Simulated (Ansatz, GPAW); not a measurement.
**A 6-layer slab of Cd(0001) in an electric field**

Wanted: the out-of-plane polarisability of a 6-layer slab of Cd(0001).

Method: Ansatz plane waves; slab in vacuum with a dipole correction, relaxation, in the first sound run; inputs show where later runs differ, in GPAW 26.7.0 and Ansatz 0.2.0.

This is a report of a sequence of runs, with most program output left out.

## (1) The starting structure

The cell holds 6 atoms: 6 Cd. Its edges and angles: a = 2.980 Å, b = 2.980 Å, c = 32.051 Å, α = 90.0°, β = 90.0°, γ = 60.0°. Vacuum lies along c.

## (2) Relaxation

The atoms are relaxed first, since the surface dipole, and with it the work function, follows the positions of the outer layers. The lowest 3 atoms are held at bulk positions and keep their forces.

input.yaml

```yaml
crystal:
  lattice:
    - [2.98, 0.0, 0.0]
    - [1.49, 2.5807557033, 0.0]
    - [0.0, 0.0, 32.0507]
  atoms:
    - { symbol: Cd, position: [0.6666666667, 0.6666666667, 0.2808050994] }
    - { symbol: Cd, position: [0.0, 0.0, 0.3684830597] }
    - { symbol: Cd, position: [0.6666666667, 0.6666666667, 0.4561610199] }
    - { symbol: Cd, position: [0.0, 0.0, 0.5438389801] }
    - { symbol: Cd, position: [0.6666666667, 0.6666666667, 0.6315169403] }
    - { symbol: Cd, position: [0.0, 0.0, 0.7191949006] }
kpoints:
  mp_grid: { grid: [12, 12, 1] }
hamiltonian:
  xc: pbe
scf:
  occupations: { method: fermi_dirac, width: 0.1 }
efield:
  axis: 3
  dipole_correction: true
  ramp_width: 0.05
relax:
  f_tol: 0.02
  max_steps: 60
  constraints: [{ sites: [0, 1, 2] }]
output:
  write_potential: true
  write_density: true
  volumetric_format: npy
```

Started as:

```console
$ ansatz run input.yaml --threads 4 --pin off --max-ram 8192MiB --backend cpu --events-out ev --progress --plain --runs-dir out
```

Elapsed: 18 s, on 4 threads of Intel Xeon Platinum 8375C at 2.90GHz (Ice Lake), shared host; peak memory 0.82 GiB; 71 s of CPU time.

Relaxation path:

```
step  energy less that of the first step (eV)  largest force component (eV/Å)
   1                                   0.0000                          0.1211
   2                                  -0.0175                          0.0370
   3                                  -0.0246                          0.0136
   4                                  -0.0258                          0.0013
```

The run keeps the 6 symmetry operations that it works with, so distortions that break them were not tested.

The atoms that moved most (Å):

| atom | dx | dy | dz | length |
| --- | --- | --- | --- | --- |
| Cd6 | 0.000 | 0.000 | 0.422 | 0.422 |
| Cd5 | 0.000 | 0.000 | 0.310 | 0.310 |
| Cd4 | 0.000 | 0.000 | 0.151 | 0.151 |

The relaxed structure:

```xyz
6
Lattice="2.9800 0.0000 0.0000 1.4900 2.5808 0.0000 0.0000 0.0000 32.0507" Properties=species:S:1:pos:R:3
Cd    2.9800    1.7205    9.0000
Cd    0.0000    0.0000   11.8101
Cd    2.9800    1.7205   14.6203
Cd    0.0000    0.0000   17.5813
Cd    2.9800    1.7205   20.5503
Cd    0.0000    0.0000   23.4729
```

Numbers from this step:

```yaml
free_energy: -49526.5426 eV
smearing_term_ts: 0.04905 eV
symmetry_operations: 6
upper_work_function: 3.822 eV
lower_work_function: 3.816 eV
dipole_along_the_normal: -2.38e-4 e·Å
dipole_field: -1.75e-4 V/Å
vacuum_level_above: 9.770 eV
vacuum_level_below: 9.764 eV
```

The electrostatic potential energy of an electron (with the applied field's), less the Fermi level, planar mean oscillates, so the rows of the table below give means over windows of 2.89 Å about each position, cut where the curve ends. Its maxima inside the range that stand out by 2 % of the span (Å: eV): 10.4: 1.12, 13.2: 1.09, 16.2: 1.60, 19.1: 1.63, 22.0: 1.55. Its minima: 9.1: -11.1, 11.9: -11.3, 14.7: -11.2, 17.5: -11.1, 20.5: -11.1, 23.4: -11.0.

The electrostatic potential energy of an electron (with the applied field's), less the Fermi level, planar mean by z; means over each step:

| z (Å) | electrostatic potential energy of an electron (with the applied field's), less the Fermi level, planar mean (eV) |
| --- | --- |
| 1.45 | 3.82 |
| 4.33 | 3.81 |
| 7.22 | 1.18 |
| 10.11 | -4.99 |
| 13.00 | -5.10 |
| 15.89 | -4.30 |
| 18.78 | -4.26 |
| 21.67 | -4.42 |
| 24.56 | -2.12 |
| 27.45 | 3.81 |
| 30.34 | 3.82 |

The valence density, planar mean oscillates, so the rows of the table below give means over windows of 2.82 Å about each position, cut where the curve ends. Its maxima inside the range that stand out by 2 % of the span (Å: e/Å³): 9.1: 2.69, 11.9: 2.67, 14.7: 2.66, 17.5: 2.66, 20.5: 2.66, 23.4: 2.71. Its minima: 10.4: 0.106, 13.2: 0.107, 16.2: 0.0899, 19.0: 0.0887, 22.0: 0.0928.

The valence density, planar mean by z; means over each step:

z (Å), valence density, planar mean (e/Å³) and a bar:
```
     4.23       0.00 
     7.05       0.09 ###
     9.87       0.93 ##############################
    12.69       0.93 ##############################
    15.51       0.88 #############################
    18.33       0.90 #############################
    21.15       0.91 ##############################
    23.97       0.90 #############################
    26.79       0.00 
    29.61       0.00
```

The relaxation lowered the energy of the cell by 0.0258 eV.

## (3) The slab's potential

The work function is the vacuum plateau of the electrostatic potential less the Fermi level; a dipole layer lets the two faces have plateaus of their own.

This step: GPAW, PAW setups; slab in vacuum (GPAW 26.7.0).

run.py

```python
import json
import numpy as np
from ase import Atoms
from gpaw import GPAW, PW

slab = Atoms(
    ['Cd', 'Cd', 'Cd', 'Cd', 'Cd', 'Cd'],
    positions=[
        [2.98000, 1.72050, 9.00000],
        [0.00000, 0.00000, 11.81014],
        [2.98000, 1.72050, 14.62028],
        [0.00000, 0.00000, 17.58126],
        [2.98000, 1.72050, 20.55027],
        [0.00000, 0.00000, 23.47290]],
    cell=[[2.98, 0.0, 0.0], [1.49, 2.58076, 0.0], [0.0, 0.0, 32.0507]],
    pbc=[True, True, False])

slab.calc = GPAW(mode=PW(400), xc='PBE', kpts={'size': (12, 12, 1), 'gamma': True},
                 occupations={'name': 'fermi-dirac', 'width': 0.1}, nbands='160%',
                 convergence={'density': 1e-05}, maxiter=200,
                 poissonsolver={'dipolelayer': 'xy'},
                 symmetry={'tolerance': 1e-3}, txt='slab.txt')
result = {}
energy = slab.get_potential_energy()
fermi = slab.calc.get_fermi_level()
v = slab.calc.get_electrostatic_potential().mean((0, 1)) - fermi
n = slab.calc.get_pseudo_density().mean((0, 1))
L = slab.cell[2, 2]
z = np.arange(len(v)) * L / len(v)
low, high = slab.positions[:, 2].min(), slab.positions[:, 2].max()
below, above = np.interp([low - 6.8, high + 6.8], z, v)
slopes = [np.interp(x, z, np.gradient(v, z)) for x in (low - 6.8, high + 6.8)]
eps = np.array([[slab.calc.get_eigenvalues(k, s) for k in range(len(slab.calc.get_ibz_k_points()))]
                for s in range(slab.calc.get_number_of_spins())]) - fermi
top, bottom = eps[eps < 0].max(), eps[eps > 0].min()
dipole = slab.get_dipole_moment()[2]
print(f'energy {energy:.4f} eV, Fermi level {fermi:.4f} eV, dipole {dipole:.5f} e A')
print(f'potential 6.8 A off the faces, from the Fermi level: lower {below:.4f} eV, upper {above:.4f} eV')
print(f'slope of the potential there: lower {slopes[0]:.5f}, upper {slopes[1]:.5f} eV/A')
print(f'nearest levels on the mesh: {top:.4f} and {bottom:.4f} eV')
print('magnetic moment', round(slab.get_magnetic_moment(), 3))
result.update(energy=energy, fermi=fermi, dipole=dipole, below=below, above=above, slopes=slopes, edges=[top, bottom],
              z=z.tolist(), v=v.tolist(), n=n.tolist(), positions=slab.positions.tolist(),
              forces=slab.get_forces(apply_constraint=False).tolist(), moments=slab.get_magnetic_moments().tolist())
json.dump(result, open('result.json', 'w'))
```

Started as:

```console
$ OMP_NUM_THREADS=1 OPENBLAS_NUM_THREADS=1 python run.py
```

Elapsed: 2.2 min, on 1 thread; peak memory 0.27 GiB.

This step gave:

```
dipole along the normal                    : -0.001125 e·Å
levels nearest the Fermi level on the mesh : -0.08323, 0.02313 eV from the Fermi level
upper work function                        : 3.838 eV
lower work function                        : 3.835 eV
```

The electrostatic potential energy of an electron (without an applied field's), less the Fermi level, planar mean oscillates, so the rows of the table below give means over windows of 2.88 Å about each position, cut where the curve ends. Its maxima inside the range that stand out by 2 % of the span (Å: eV): 10.4: 1.12, 13.2: 1.10, 16.1: 1.65, 19.0: 1.67, 22.0: 1.59. Its minima: 9.0: -22.3, 11.9: -22.4, 14.6: -22.5, 17.6: -22.3, 20.5: -22.3, 23.5: -22.2.

The electrostatic potential energy of an electron (without an applied field's), less the Fermi level, planar mean by z; means over each step:

| z (Å) | electrostatic potential energy of an electron (without an applied field's), less the Fermi level, planar mean (eV) |
| --- | --- |
| 1.44 | 3.84 |
| 4.32 | 3.83 |
| 7.20 | 1.07 |
| 10.08 | -7.93 |
| 12.96 | -8.07 |
| 15.84 | -6.88 |
| 18.72 | -6.88 |
| 21.60 | -7.16 |
| 24.48 | -5.14 |
| 27.36 | 3.82 |
| 30.24 | 3.84 |

The pseudo valence density, planar mean oscillates, so the rows of the table below give means over windows of 2.99 Å about each position, cut where the curve ends. Its maxima inside the range that stand out by 2 % of the span (Å: e/Å³): 9.0: 1.52, 11.8: 1.50, 14.5: 1.46, 17.5: 1.50, 20.5: 1.51, 23.5: 1.52. Its minima: 10.5: 0.108, 13.2: 0.107, 16.0: 0.0903, 19.0: 0.0883, 22.0: 0.0922.

The pseudo valence density, planar mean by z; means over each step:

```
z (Å)  pseudo valence density, planar mean (e/Å³)
 4.49                                      1.3e-4
 7.48                                       0.247
10.46                                       0.607
13.46                                       0.591
16.45                                       0.531
19.44                                       0.528
22.43                                       0.539
25.42                                      0.0885
28.41                                      5.0e-5
```

Force by atom:

```
atom  x (eV/Å)  y (eV/Å)  z (eV/Å)   size
 Cd1     0.000     0.000    -0.099  0.099
 Cd2     0.000     0.000    -0.018  0.018
 Cd3     0.000     0.000     0.124  0.124
 Cd4     0.000     0.000     0.001  0.001
 Cd5     0.000     0.000     0.005  0.005
 Cd6     0.000     0.000    -0.010  0.010
```

The potential is flat to 1.1e-4 eV/Å where it is read, so the vacuum is wide enough. The geometry is the other program's minimum; here the largest force on a free atom is 0.010 eV/Å.

## (4) In a field

A uniform field along the normal polarises the slab; the atoms stay fixed, so this is the electronic response alone.

Changes to run.py since step 3:

```diff
@@ -4,2 +4,3 @@
 from gpaw import GPAW, PW
+from gpaw.external import ConstantElectricField
 
@@ -21,2 +22,3 @@
                  poissonsolver={'dipolelayer': 'xy'},
+                 external=ConstantElectricField(-0.2, [0, 0, 1]),
                  symmetry={'tolerance': 1e-3}, txt='slab.txt')
```

Wall time 4.7 min (1 thread); peak memory 0.61 GiB.

This step gave:

```
dipole along the normal                                         : -0.1518 e·Å
levels nearest the Fermi level on the mesh                      : -0.08629, 0.02303 eV from the Fermi level
potential below the slab, the applied field's own ramp left out : 2.100 eV from the Fermi level
potential above the slab, the applied field's own ramp left out : 5.673 eV from the Fermi level
```

The electrostatic potential energy of an electron (without an applied field's), less the Fermi level, planar mean oscillates, so the rows of the table below give means over windows of 2.88 Å about each position, cut where the curve ends. Its maxima inside the range that stand out by 2 % of the span (Å: eV): 10.5: -0.00555, 13.2: 0.544, 16.1: 1.68, 19.1: 2.28, 22.0: 2.78, 29.6: 5.67. Its minima: 9.0: -23.7, 11.9: -23.3, 14.6: -22.8, 17.6: -22.0, 20.5: -21.4, 23.5: -20.7.

Electrostatic potential energy of an electron (without an applied field's), less the Fermi level, planar mean against z; means over each step:

z (Å), electrostatic potential energy of an electron (without an applied field's), less the Fermi level, planar mean (eV) and a bar from the least value:
```
     1.44        2.2 #######################
     4.32        2.1 #######################
     7.20       -0.6 #################
    10.08       -9.1 
    12.96       -8.7 #
    15.84       -6.9 ####
    18.72       -6.3 ######
    21.60       -6.0 ######
    24.48       -3.5 ###########
    27.36        5.7 ##############################
    30.24        5.7 ##############################
```

Force by atom:

```
atom  x (eV/Å)  y (eV/Å)  z (eV/Å)   size
 Cd1     0.000     0.000    -0.102  0.102
 Cd2     0.000     0.000    -0.015  0.015
 Cd3     0.000     0.000     0.122  0.122
 Cd4     0.000     0.000    -0.001  0.001
 Cd5     0.000     0.000     0.007  0.007
 Cd6     0.000     0.000    -0.012  0.012
```

The dipole is now -0.152 e Å, against -0.0011 in the run without a field.

## (5) Field on

Changes to run.py since step 4:

```diff
@@ -22,3 +22,3 @@
                  poissonsolver={'dipolelayer': 'xy'},
-                 external=ConstantElectricField(-0.2, [0, 0, 1]),
+                 external=ConstantElectricField(-0.1, [0, 0, 1]),
                  symmetry={'tolerance': 1e-3}, txt='slab.txt')
```

It took 5.3 min on 1 thread; peak memory 0.61 GiB.

Numbers from this step:

```yaml
dipole_along_the_normal: -0.07592 e·Å
levels_nearest_the_fermi_level_on_the_mesh: -0.08471, 0.02301 eV from the Fermi level
potential_below_the_slab_the_applied_field_s_own_ramp_left_out: 2.966 eV from the Fermi level
potential_above_the_slab_the_applied_field_s_own_ramp_left_out: 4.753 eV from the Fermi level
```

The electrostatic potential energy of an electron (without an applied field's), less the Fermi level, planar mean oscillates, so the rows of the table below give means over windows of 2.88 Å about each position, cut where the curve ends. Its maxima inside the range that stand out by 2 % of the span (Å: eV): 10.4: 0.558, 13.2: 0.822, 16.1: 1.67, 19.1: 1.98, 22.0: 2.18, 29.6: 4.75. Its minima: 9.0: -23.0, 11.9: -22.8, 14.6: -22.7, 17.6: -22.2, 20.5: -21.9, 23.5: -21.5.

The electrostatic potential energy of an electron (without an applied field's), less the Fermi level, planar mean by z; means over each step:

```csv
z (Å),"electrostatic potential energy of an electron (without an applied field's), less the Fermi level, planar mean (eV)"
1.44,3.02
4.32,2.96
7.20,0.238
10.08,-8.53
12.96,-8.38
15.84,-6.90
18.72,-6.61
21.60,-6.60
24.48,-4.32
27.36,4.73
30.24,4.75
```

Force by atom:

```
atom  x (eV/Å)  y (eV/Å)  z (eV/Å)   size
 Cd1     0.000     0.000    -0.100  0.100
 Cd2     0.000     0.000    -0.016  0.016
 Cd3     0.000     0.000     0.123  0.123
 Cd4     0.000     0.000     0.000  0.000
 Cd5     0.000     0.000     0.005  0.005
 Cd6     0.000     0.000    -0.012  0.012
```

The dipole is now -0.0759 e Å, against -0.0011 in the run without a field.

## (6) In a field

Changes to run.py since step 5:

```diff
@@ -22,3 +22,3 @@
                  poissonsolver={'dipolelayer': 'xy'},
-                 external=ConstantElectricField(-0.1, [0, 0, 1]),
+                 external=ConstantElectricField(-0.05, [0, 0, 1]),
                  symmetry={'tolerance': 1e-3}, txt='slab.txt')
```

Elapsed: 7.1 min, on 1 thread; peak memory 0.62 GiB.

The electrostatic potential energy of an electron (without an applied field's), less the Fermi level, planar mean oscillates, so the rows of the table below give means over windows of 2.88 Å about each position, cut where the curve ends. Its maxima inside the range that stand out by 2 % of the span (Å: eV): 10.4: 0.841, 13.2: 0.960, 16.1: 1.66, 19.1: 1.82, 22.0: 1.89. Its minima: 9.0: -22.7, 11.9: -22.6, 14.6: -22.6, 17.6: -22.3, 20.5: -22.1, 23.5: -21.8.

Electrostatic potential energy of an electron (without an applied field's), less the Fermi level, planar mean against z; means over each step:

z (Å), electrostatic potential energy of an electron (without an applied field's), less the Fermi level, planar mean (eV) and a bar from the least value:
```
     1.44        3.4 ############################
     4.32        3.4 ############################
     7.20        0.7 #####################
    10.08       -8.2 
    12.96       -8.2 
    15.84       -6.9 ###
    18.72       -6.7 ####
    21.60       -6.9 ###
    24.48       -4.7 ########
    27.36        4.3 ##############################
    30.24        4.3 ##############################
```

## (7) Field on

Changes to run.py since step 6:

```diff
@@ -22,3 +22,3 @@
                  poissonsolver={'dipolelayer': 'xy'},
-                 external=ConstantElectricField(-0.05, [0, 0, 1]),
+                 external=ConstantElectricField(0.05, [0, 0, 1]),
                  symmetry={'tolerance': 1e-3}, txt='slab.txt')
```

Elapsed: 6.8 min, on 1 thread; peak memory 0.62 GiB.

The electrostatic potential energy of an electron (without an applied field's), less the Fermi level, planar mean oscillates, so the rows of the table below give means over windows of 2.88 Å about each position, cut where the curve ends. Its maxima inside the range that stand out by 2 % of the span (Å: eV): 10.4: 1.41, 13.2: 1.24, 16.1: 1.65, 19.0: 1.52, 22.0: 1.29. Its minima: 9.0: -22.0, 11.9: -22.2, 14.6: -22.5, 17.6: -22.4, 20.5: -22.6, 23.5: -22.6.

The electrostatic potential energy of an electron (without an applied field's), less the Fermi level, planar mean by z; means over each step:

z (Å), electrostatic potential energy of an electron (without an applied field's), less the Fermi level, planar mean (eV) and a bar from the least value:
```
     1.44        4.2 ##############################
     4.32        4.3 ##############################
     7.20        1.5 #######################
    10.08       -7.6 #
    12.96       -7.9 
    15.84       -6.9 ###
    18.72       -7.0 ##
    21.60       -7.4 #
    24.48       -5.6 ######
    27.36        3.4 ############################
    30.24        3.4 ############################
```

## (8) Field on

Changes to run.py since step 7:

```diff
@@ -22,3 +22,3 @@
                  poissonsolver={'dipolelayer': 'xy'},
-                 external=ConstantElectricField(0.05, [0, 0, 1]),
+                 external=ConstantElectricField(0.1, [0, 0, 1]),
                  symmetry={'tolerance': 1e-3}, txt='slab.txt')
```

Elapsed: 4.2 min, on 1 thread; peak memory 0.61 GiB.

The dipole is now 0.0758 e Å, against -0.0011 in the run without a field.

(Continued in part 2 of 2.)

[Logs are printed without paths, hosts, clocks, repeated set-up lines and the standing remarks that a program may print on its own settings, such as how far it seeks lower states.]

[Hosts, paths, dates, database ids (printed as entryN), source tags and the programs' standing remarks are cut or masked in the printed files.]
